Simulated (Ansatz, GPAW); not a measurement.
# A 8-layer slab of Ag(100): converging a work function

Wanted: a convergence study on the slab a 8-layer slab of Ag(100).

Main program and level: GPAW 26.7.0 and Ansatz 0.2.0; Ansatz plane waves; slab in vacuum with a dipole correction, relaxation, in the first sound run; inputs show where later runs differ.

### 1. Starting point

The cell holds 8 atoms: 8 Ag. Cell: a = 2.892 Å, b = 2.892 Å, c = 30.315 Å, α = 90.0°, β = 90.0°, γ = 90.0°. Vacuum lies along c.

### 2. Relaxation

The atoms are relaxed first, since the surface dipole, and with it the work function, follows the positions of the outer layers. The lowest 4 atoms are held at bulk positions and keep their forces.

Contents of input.yaml:

```yaml
crystal:
  lattice:
    - [2.8920667351, 0.0, 0.0]
    - [0.0, 2.8920667351, 0.0]
    - [0.0, 0.0, 30.315]
  atoms:
    - { symbol: Ag, position: [0.5, 0.5, 0.2638957612] }
    - { symbol: Ag, position: [0.0, 0.0, 0.3313541151] }
    - { symbol: Ag, position: [0.5, 0.5, 0.3988124691] }
    - { symbol: Ag, position: [0.0, 0.0, 0.466270823] }
    - { symbol: Ag, position: [0.5, 0.5, 0.533729177] }
    - { symbol: Ag, position: [0.0, 0.0, 0.6011875309] }
    - { symbol: Ag, position: [0.5, 0.5, 0.6686458849] }
    - { symbol: Ag, position: [0.0, 0.0, 0.7361042388] }
kpoints:
  mp_grid: { grid: [11, 11, 1] }
hamiltonian:
  xc: pbe
scf:
  occupations: { method: fermi_dirac, width: 0.1 }
efield:
  axis: 3
  dipole_correction: true
  ramp_width: 0.05
relax:
  f_tol: 0.02
  max_steps: 60
  constraints: [{ sites: [0, 1, 2, 3] }]
output:
  write_potential: true
  write_density: true
  volumetric_format: npy
```

On the command line:

```sh
> ansatz run input.yaml --threads 4 --pin off --max-ram 8192MiB --backend cpu --events-out ev --progress --plain --runs-dir out
```

Numbers of over 12 decimals in the logs are rounded to 6 here.

Output:

```text
Engine: ansatz 0.2.0, x86_64-unknown-linux-gnu
Pseudopotentials: kind: paw
Pseudopotential: Ag, paw, valence charge 19, recommended cutoff 420 eV (normal), Ag.paw.azcp
Functional definition: PBE
  parameter kappa = 0.804
  parameter beta = 0.066725
  exchange = pbe_x(kappa = kappa, mu = beta*pi^2/3)
  correlation = pbe_c(beta = beta)
Crystal: 8 atoms, lattice volume = 253.556 Å³
Basis set: ecut = 420 eV, 4929 PW (Γ), exchange–correlation on 40×40×432 points (8 copies of the dense FFT grid, shifted against one another)
Bands: 92, of which v1, the nominal top of the filled ones, is band 76 counted from 1 (75 counted from 0)
Symmetry: 8 space group operations
k-points: 21 of 121
Non-local potential: Ag, projectors of the file, l = 0: 3, l = 1: 2, l = 2: 2, l = 3: 1
PAW form: soft (Blöchl's): semilocal exchange-correlation on the pseudo side does not see the compensation charge
PAW one-centre angular grid: Ag, 590 points (default); XC on 64 Gauss nodes
Initial density: superposition of atomic densities (neutral atoms: chi_scale 0, normalization atom), corrected by the library's trained network
Initial wavefunctions: pseudopotential atomic-orbital guess
Functional: x = pbe(κ = 0.804, μ = 0.219515), c = pbe(β = 0.066725)
SCF iter   1: F=—  HF=-60723.578935 eV  |F-HF|=—  |Δ(HF+E_count)|=         —  Δρ=1.70e-3  dr2=3.05e-1  ethr=1.77e-3  p=0.000 e·Å  D=1.65e-13 V/Å  ΔV_dip=-0.00 eV  dr2_dipole=9.78e-9  V_vac-E_F(+/−)=4.09/4.09 eV  ⟨swp⟩=6.1  Hψ=7272  notcnv=0  defer=77
efield: sawtooth ramp at fractional position 0.9750 (placed from the atoms, in the widest stretch of the axis that holds none; the zero of the levels goes with the place), width 0.0500; the density the first Hamiltonian is built on has a dipole p = 0.000 e·Å; the dipole correction subtracts the counter field D = 1.65e-13 V/Å, which shifts the + side's vacuum level by -0.00 eV against the − side's; the planar-averaged density in the ramp window peaks in size at 6.0e-6 e/Å³
preconditioner: auto → LDOS  [metal: Δε(μ)=0.014 eV  Ē_g=9.788 eV  σ=0.100 eV  W_gap=0.03  n_scr=76 (ndim 8)  ℏωp=21.9 eV  f_vac=0.432  D(μ)=1.82/eV (n_scr^D=10)  β→1.0]
SCF iter   2: F=—  HF=-60723.570835 eV  |F-HF|=—  |Δ(HF+E_count)|=   8.10e-3  Δρ=8.72e-4  dr2=1.08e-2  ethr=2.01e-4  p=0.000 e·Å  D=4.30e-6 V/Å  ΔV_dip=-0.00 eV  dr2_dipole=5.25e-9  V_vac-E_F(+/−)=4.30/4.30 eV  ⟨swp⟩=1.6  Hψ=2375  notcnv=0  defer=120
SCF iter   3: F=—  HF=-60723.570650 eV  |F-HF|=—  |Δ(HF+E_count)|=   1.86e-4  Δρ=4.78e-4  dr2=7.78e-4  ethr=7.08e-6  p=0.000 e·Å  D=2.37e-6 V/Å  ΔV_dip=-0.00 eV  dr2_dipole=1.03e-9  V_vac-E_F(+/−)=4.29/4.29 eV  ⟨swp⟩=2.3  Hψ=2875  notcnv=0  defer=120
SCF iter   4: F=—  HF=-60723.570527 eV  |F-HF|=—  |Δ(HF+E_count)|=   1.23e-4  Δρ=1.68e-4  dr2=7.62e-5  ethr=5.12e-7  p=0.000 e·Å  D=1.68e-6 V/Å  ΔV_dip=-0.00 eV  dr2_dipole=1.03e-10  V_vac-E_F(+/−)=4.29/4.29 eV  ⟨swp⟩=3.0  Hψ=3644  notcnv=0  defer=120
iter 5 did not close the SCF: its close was put off for the readings that it lacked (scf_convergence_deferred on its scf_iter line)
SCF iter   5: F=-60723.570508 eV  HF=-60723.570510 eV  |F-HF|=1.46e-6  |Δ(HF+E_count)|=   1.68e-5  Δρ=2.56e-5  dr2=2.57e-6  ethr=5.02e-8  p=0.000 e·Å  D=9.74e-7 V/Å  ΔV_dip=-0.00 eV  dr2_dipole=1.85e-10  V_vac-E_F(+/−)=4.30/4.30 eV  ⟨swp⟩=2.1  Hψ=2674  notcnv=0  defer=120
SCF iter   6: F=-60723.570509 eV  HF=-60723.570510 eV  |F-HF|=1.60e-7  |Δ(HF+E_count)|=   2.77e-7  Δρ=8.44e-6  dr2=3.59e-7  ethr=1.69e-9  p=0.000 e·Å  D=4.58e-7 V/Å  ΔV_dip=-0.00 eV  dr2_dipole=5.82e-11  V_vac-E_F(+/−)=4.30/4.30 eV  ⟨swp⟩=8.6  Hψ=14582  notcnv=0
SCF 1 converged in 6 iterations: F = -60723.570509 eV  dr2 = 3.59e-7
  greatest PAW one-centre occupation: 1.000 electrons in one spin orbital (limit 2), on the Ag atom at site 4 (counted from 0), in its partial waves of l = 0
relax step   1: F+E_penalty+E_count = -60723.57050945 eV  Δ(F+E_penalty+E_count) = +0.000e0 eV  max|allowed force component| = 1.476e-1 eV/Å  Δτ_max = 0.0000 Å  (6 SCF iters, dr2 threshold 1.00e-5 eV, accepted)
Initial density: handed on by an earlier stage of this run
Initial wavefunctions: those handed on with the density
iter 1 solved again at ethr=5.08e-5 eV; its pass at ethr=3.10e-3 eV (dr2=7.72e-2 eV) is discarded
SCF iter   1: F=—  HF=-60723.622578 eV  |F-HF|=—  |Δ(HF+E_count)|=         —  Δρ=5.10e-3  dr2=7.29e-2  ethr=5.08e-5  p=0.000 e·Å  D=3.28e-7 V/Å  ΔV_dip=-0.00 eV  dr2_dipole=6.60e-4  V_vac-E_F(+/−)=4.32/4.32 eV  ⟨swp⟩=2.0  Hψ=7567  notcnv=0  defer=136
efield: sawtooth ramp at fractional position 0.9750 (handed on by an earlier solve), width 0.0500; the density the first Hamiltonian is built on has a dipole p = 0.000 e·Å; the dipole correction subtracts the counter field D = 3.28e-7 V/Å, which shifts the + side's vacuum level by -0.00 eV against the − side's; the planar-averaged density in the ramp window peaks in size at 1.2e-6 e/Å³
preconditioner: auto → LDOS  [metal: Δε(μ)=0.059 eV  Ē_g=9.770 eV  σ=0.100 eV  W_gap=0.14  n_scr=76 (ndim 8)  ℏωp=21.9 eV  f_vac=0.426  D(μ)=1.82/eV (n_scr^D=10)  β→1.0]
SCF iter   2: F=—  HF=-60723.615429 eV  |F-HF|=—  |Δ(HF+E_count)|=   7.15e-3  Δρ=4.23e-3  dr2=8.26e-2  ethr=4.80e-5  p=0.004 e·Å  D=2.83e-3 V/Å  ΔV_dip=-0.09 eV  dr2_dipole=1.68e-2  V_vac-E_F(+/−)=4.22/4.31 eV  ⟨swp⟩=2.0  Hψ=3371  notcnv=0  defer=136
SCF iter   3: F=—  HF=-60723.599039 eV  |F-HF|=—  |Δ(HF+E_count)|=   1.64e-2  Δρ=7.19e-4  dr2=2.33e-3  ethr=4.80e-5  p=0.000 e·Å  D=4.96e-5 V/Å  ΔV_dip=-0.00 eV  dr2_dipole=7.36e-4  V_vac-E_F(+/−)=4.30/4.30 eV  ⟨swp⟩=2.1  Hψ=2852  notcnv=0  defer=136
SCF iter   4: F=—  HF=-60723.599266 eV  |F-HF|=—  |Δ(HF+E_count)|=   2.27e-4  Δρ=8.75e-4  dr2=1.78e-3  ethr=1.53e-6  p=0.001 e·Å  D=3.99e-4 V/Å  ΔV_dip=-0.01 eV  dr2_dipole=2.79e-5  V_vac-E_F(+/−)=4.29/4.30 eV  ⟨swp⟩=2.4  Hψ=3632  notcnv=0  defer=136
SCF iter   5: F=—  HF=-60723.598776 eV  |F-HF|=—  |Δ(HF+E_count)|=   4.90e-4  Δρ=3.40e-5  dr2=4.59e-6  ethr=1.17e-6  p=0.000 e·Å  D=3.35e-5 V/Å  ΔV_dip=-0.00 eV  dr2_dipole=1.56e-6  V_vac-E_F(+/−)=4.30/4.30 eV  ⟨swp⟩=2.0  Hψ=3250  notcnv=0  defer=136
SCF iter   6: F=—  HF=-60723.598744 eV  |F-HF|=—  |Δ(HF+E_count)|=   3.13e-5  Δρ=1.20e-5  dr2=4.03e-7  ethr=8.96e-10  p=0.000 e·Å  D=5.64e-5 V/Å  ΔV_dip=-0.00 eV  dr2_dipole=1.29e-8  V_vac-E_F(+/−)=4.30/4.30 eV  ⟨swp⟩=11.1  Hψ=14459  notcnv=0
SCF iter   7: F=-60723.598745 eV  HF=-60723.598745 eV  |F-HF|=1.47e-8  |Δ(HF+E_count)|=   2.77e-7  Δρ=4.69e-6  dr2=6.57e-8  ethr=2.65e-10  p=0.000 e·Å  D=7.83e-5 V/Å  ΔV_dip=-0.00 eV  dr2_dipole=1.43e-11  V_vac-E_F(+/−)=4.30/4.30 eV  ⟨swp⟩=8.0  Hψ=13290  notcnv=0
SCF 2 converged in 7 iterations: F = -60723.598745 eV  dr2 = 6.57e-8
  greatest PAW one-centre occupation: 1.000 electrons in one spin orbital (limit 2), on the Ag atom at site 2 (counted from 0), in its partial waves of l = 0
relax step   2: F+E_penalty+E_count = -60723.59874462 eV  Δ(F+E_penalty+E_count) = -2.824e-2 eV  max|allowed force component| = 4.833e-2 eV/Å  Δτ_max = 0.1942 Å  (7 SCF iters, dr2 threshold 1.36e-6 eV, accepted)
SCF iter   1: F=—  HF=-60723.605966 eV  |F-HF|=—  |Δ(HF+E_count)|=         —  Δρ=2.14e-3  dr2=1.28e-2  ethr=8.13e-5  p=0.000 e·Å  D=7.82e-5 V/Å  ΔV_dip=-0.00 eV  dr2_dipole=7.65e-5  V_vac-E_F(+/−)=4.31/4.31 eV  ⟨swp⟩=5.0  Hψ=4552  notcnv=0  defer=130
efield: sawtooth ramp at fractional position 0.9750 (handed on by an earlier solve), width 0.0500; the density the first Hamiltonian is built on has a dipole p = 0.000 e·Å; the dipole correction subtracts the counter field D = 7.82e-5 V/Å, which shifts the + side's vacuum level by -0.00 eV against the − side's; the planar-averaged density in the ramp window peaks in size at 2.2e-6 e/Å³
preconditioner: auto → LDOS  [metal: Δε(μ)=0.088 eV  Ē_g=9.745 eV  σ=0.100 eV  W_gap=0.22  n_scr=76 (ndim 8)  ℏωp=21.9 eV  f_vac=0.424  D(μ)=1.81/eV (n_scr^D=10)  β→1.0]
SCF iter   2: F=—  HF=-60723.604561 eV  |F-HF|=—  |Δ(HF+E_count)|=   1.41e-3  Δρ=1.82e-3  dr2=1.59e-2  ethr=8.42e-6  p=0.002 e·Å  D=1.15e-3 V/Å  ΔV_dip=-0.04 eV  dr2_dipole=4.67e-3  V_vac-E_F(+/−)=4.27/4.31 eV  ⟨swp⟩=2.2  Hψ=3700  notcnv=0  defer=132
SCF iter   3: F=—  HF=-60723.601645 eV  |F-HF|=—  |Δ(HF+E_count)|=   2.92e-3  Δρ=3.12e-4  dr2=6.90e-4  ethr=8.42e-6  p=0.000 e·Å  D=4.83e-5 V/Å  ΔV_dip=-0.00 eV  dr2_dipole=3.59e-4  V_vac-E_F(+/−)=4.31/4.31 eV  ⟨swp⟩=2.0  Hψ=2823  notcnv=0  defer=132
SCF iter   4: F=—  HF=-60723.601683 eV  |F-HF|=—  |Δ(HF+E_count)|=   3.80e-5  Δρ=3.90e-4  dr2=3.59e-4  ethr=4.54e-7  p=0.000 e·Å  D=2.00e-4 V/Å  ΔV_dip=-0.01 eV  dr2_dipole=1.53e-5  V_vac-E_F(+/−)=4.30/4.31 eV  ⟨swp⟩=2.8  Hψ=3470  notcnv=0  defer=132
SCF iter   5: F=—  HF=-60723.601593 eV  |F-HF|=—  |Δ(HF+E_count)|=   9.00e-5  Δρ=2.88e-5  dr2=1.90e-6  ethr=2.36e-7  p=-0.000 e·Å  D=-1.28e-5 V/Å  ΔV_dip=0.00 eV  dr2_dipole=5.08e-8  V_vac-E_F(+/−)=4.31/4.31 eV  ⟨swp⟩=2.0  Hψ=3249  notcnv=0  defer=132
SCF iter   6: F=—  HF=-60723.601596 eV  |F-HF|=—  |Δ(HF+E_count)|=   2.80e-6  Δρ=6.18e-6  dr2=1.25e-7  ethr=1.25e-9  p=0.000 e·Å  D=2.45e-6 V/Å  ΔV_dip=-0.00 eV  dr2_dipole=1.69e-8  V_vac-E_F(+/−)=4.31/4.31 eV  ⟨swp⟩=2.9  Hψ=3805  notcnv=0  defer=132
SCF iter   7: F=-60723.601596 eV  HF=-60723.601596 eV  |F-HF|=1.50e-8  |Δ(HF+E_count)|=   9.39e-8  Δρ=2.40e-6  dr2=1.82e-8  ethr=6.58e-11  p=0.000 e·Å  D=1.30e-5 V/Å  ΔV_dip=-0.00 eV  dr2_dipole=7.99e-10  V_vac-E_F(+/−)=4.31/4.31 eV  ⟨swp⟩=9.3  Hψ=12295  notcnv=0
SCF 3 converged in 7 iterations: F = -60723.601596 eV  dr2 = 1.82e-8
relax step   3: F+E_penalty+E_count = -60723.60159583 eV  Δ(F+E_penalty+E_count) = -2.851e-3 eV  max|allowed force component| = 7.647e-3 eV/Å  Δτ_max = 0.0714 Å  (7 SCF iters, accepted)
NSCF: frozen V_eff on 21 k-points
the band table was solved once a step of the walk had ended and its energy, with any forces and stress, was formed, with the checks that follow a solve (9943 applications of the Hamiltonian). They found nothing against the state; the energy, forces and stress were not computed again (output.eigenvalues in the input reference)
WARN: The output density's exchange-correlation potential varies sharply where the density is thin. Do not read a vacuum level from v_tot or v_xc, or from such a field of the output density. On a cell that repeats whose density bears no net charge and no dipole along the vacuum's axis use v_es (v_loc + v_h of the components); under efield.dipole_correction with no amplitude use v_es + v_field, which holds any externa [...]
SCF converged after 7 iterations
Free energy (F): -60723.601596 eV
Harris-Foulkes:  -60723.601596 eV  (|F-HF|=1.50e-8)
Internal energy: -60723.541068 eV  (E = F + TS)
E sigma→0 (E₀):  -60723.571332 eV
Entropy (-TS):   -0.060528 eV (-7.566 meV/atom)
Fermi energy:    7.387405 eV
Dipole field:    D = -0.000021 V/Å  (p = -0.000029 e·Å, saw-weighted, corrected)
Work function:   Φ+ = 4.3058 eV   Φ− = 4.3051 eV
Levels:          The Fermi level and band energies are counted from a zero that moves with the ramp; work functions are not
--- Per-component energies (eV) ---
  E_band       = -3375.584923
  E_kinetic    = 4217.565648
  E_local      = -275961.892255  (includes V_loc(G=0)·N_el)
  E_nonlocal   = 641.072660
  E_hartree    = 136449.327678
  E_xc         = -1477.154279
  E_vxc        = -1876.607010  (∫ρ·V_xc dr)
  E_paw        = -31217.362172  (= ΣΔE_a)
  E_vpaw       = -3294.374427  (= ΣTr[D̂ρ^β])
  E_aug_tail   = 0.002604  (compensation charges beyond the density's cutoff)
  E_efield     = 0.000000  (sawtooth field / dipole correction)
  E_vefield    = 0.000296  (∫n·V_field dr)
  E_ewald      = 106624.899048
  E_smearing   = -0.060528  (= −TS)
  E_closure    = 0.000000  (closes the sum)
  Σ components = -60723.601596   (vs F -60723.601596, Δ=0.00e0)
--- Forces (eV/Å), atoms counted from 1 ---
  atom   1  Ag     0.00000000     0.00000000    -0.10591471
  atom   2  Ag    -0.00000000     0.00000000    -0.14528491
  atom   3  Ag     0.00000000     0.00000000     0.00182952
  atom   4  Ag    -0.00000000     0.00000000     0.25349433
  atom   5  Ag     0.00000000     0.00000000    -0.00281400
  atom   6  Ag     0.00000000     0.00000000    -0.00764711
  atom   7  Ag     0.00000000     0.00000000    -0.00098283
  atom   8  Ag     0.00000000     0.00000000     0.00733331
  max |Σ_I F_I| component: 1.36e-5 eV/Å
--- Band table (eV; the first three rows and the last of 21) ---
  k-point 0: bands = [... 72 lower, 4.4127, 4.4127, 4.4248, 4.5381, 4.5381, 5.3073, 6.7191, 8.0611, ... 12 higher]
  k-point 1: bands = [... 72 lower, 4.3444, 4.3624, 4.4703, 4.5337, 4.5910, 5.6775, 7.0426, 8.3651, ... 12 higher]
  k-point 2: bands = [... 72 lower, 4.2932, 4.4013, 4.4771, 4.4846, 5.1625, 6.3842, 7.7821, 9.1350, ... 12 higher]
  k-point 20: bands = [... 72 lower, 8.7710, 9.4632, 9.5641, 10.2817, 10.4400, 11.3361, 11.5013, 12.5302, ... 12 higher]
--- Relaxed structure (3 steps of the walk, 3 accepted, 0 SCFs on fresh bases) ---
  F+E_penalty+E_count = -60723.60159583 eV   max|allowed force component| = 7.647e-3 eV/Å
  atoms:
    - { symbol: Ag, position: [0.5, 0.5, 0.2638957612] }
    - { symbol: Ag, position: [0.0, 0.0, 0.331354] }
    - { symbol: Ag, position: [0.5, 0.5, 0.3988124691] }
    - { symbol: Ag, position: [0.0, 0.0, 0.466271] }
    - { symbol: Ag, position: [0.5, 0.5, 0.536469] }
    - { symbol: Ag, position: [0, 0.0, 0.606583] }
    - { symbol: Ag, position: [0.5, 0.5, 0.676486] }
    - { symbol: Ag, position: [0, 0.0, 0.744866] }
```

It took 25 s on 4 threads of Intel Xeon at 2.60GHz (Ice Lake), shared host; peak memory 0.98 GiB; 97 s of CPU time.

Relaxation path:

```tsv
step	energy less that of the first step (eV)	largest force component (eV/Å)
1	0.0000	0.1476
2	-0.0282	0.0483
3	-0.0311	0.0076
```

Forces are held to the 8 operations that the run works with; a distortion that breaks them can't arise in this run.

The atoms that moved most (Å):

```tsv
atom	dx	dy	dz	length
Ag8	0.000	0.000	0.266	0.266
Ag7	0.000	0.000	0.238	0.238
Ag6	0.000	0.000	0.164	0.164
Ag5	0.000	0.000	0.083	0.083
```

The relaxed structure:

```cif
data_structure
_symmetry_space_group_name_H-M 'P 1'
_symmetry_Int_Tables_number 1
_cell_length_a 2.8921
_cell_length_b 2.8921
_cell_length_c 30.3150
_cell_angle_alpha 90.000
_cell_angle_beta 90.000
_cell_angle_gamma 90.000
_cell_volume 253.56
loop_
_atom_site_label
_atom_site_type_symbol
_atom_site_fract_x
_atom_site_fract_y
_atom_site_fract_z
_atom_site_occupancy
Ag1 Ag 0.50000 0.50000 0.26390 1
Ag2 Ag 0.00000 0.00000 0.33135 1
Ag3 Ag 0.50000 0.50000 0.39881 1
Ag4 Ag 0.00000 0.00000 0.46627 1
Ag5 Ag 0.50000 0.50000 0.53647 1
Ag6 Ag 0.00000 0.00000 0.60658 1
Ag7 Ag 0.50000 0.50000 0.67649 1
Ag8 Ag 0.00000 0.00000 0.74487 1
```

This step gave:

| Item | Value |
| --- | --- |
| free energy | -60723.6016 eV |
| smearing term TS | 0.06053 eV |
| symmetry operations | 8 |
| upper work function | 4.306 eV |
| lower work function | 4.305 eV |
| dipole along the normal | -2.91e-5 e·Å |
| dipole field | -2.08e-5 V/Å |
| vacuum level above | 11.69 eV |
| vacuum level below | 11.69 eV |

The electrostatic potential energy of an electron (with the applied field's), less the Fermi level, planar mean oscillates, so the rows of the table below give means over windows of 2.11 Å about each position, cut where the curve ends. Its maxima inside the range that stand out by 2 % of the span (Å: eV): 9.0: -0.927, 11.1: -0.985, 13.1: -1.10, 15.2: -0.337, 17.3: -0.401, 19.5: -0.429, 21.6: -0.757. Its minima: 8.0: -10.2, 10.1: -10.4, 12.1: -10.5, 14.2: -10.4, 16.3: -10.4, 18.4: -10.4, 20.5: -10.4, 22.6: -10.2.

Table of electrostatic potential energy of an electron (with the applied field's), less the Fermi level, planar mean by z; means over each step:

```tsv
z (Å)	electrostatic potential energy of an electron (with the applied field's), less the Fermi level, planar mean (eV)
1.05	4.31
3.17	4.31
5.28	4.20
7.39	-3.60
9.50	-6.06
11.61	-6.08
13.72	-6.03
15.83	-5.67
17.94	-5.67
20.05	-5.71
22.16	-5.71
24.27	2.75
26.38	4.30
28.49	4.31
```

The valence density, planar mean oscillates, so the rows of the table below give means over windows of 2.11 Å about each position, cut where the curve ends. Its maxima inside the range that stand out by 2 % of the span (Å: e/Å³): 8.0: 2.28, 10.1: 2.25, 12.1: 2.28, 14.2: 2.27, 16.3: 2.28, 18.4: 2.28, 20.5: 2.28, 22.6: 2.27. Its minima: 9.0: 0.267, 11.1: 0.266, 13.1: 0.271, 15.2: 0.235, 17.3: 0.239, 19.5: 0.241, 21.5: 0.260.

Table of valence density, planar mean by z; means over each step:

```tsv
z (Å)	valence density, planar mean (e/Å³)
3.17	1.9e-5
5.28	0.00358
7.39	0.919
9.50	1.11
11.61	1.10
13.72	1.10
15.83	1.07
17.94	1.07
20.05	1.07
22.16	1.08
24.27	0.0790
26.38	2.5e-4
28.49	0
```

The relaxation lowered the energy of the cell by 0.0311 eV.

(Part 1 of 2 ends here.)

[Logs are printed without paths, hosts, clocks, repeated set-up lines and the standing remarks that a program may print on its own settings, such as how far it seeks lower states.]

[Hosts, paths, dates, database ids (printed as entryN), source tags and the programs' standing remarks are cut or masked in the printed files.]
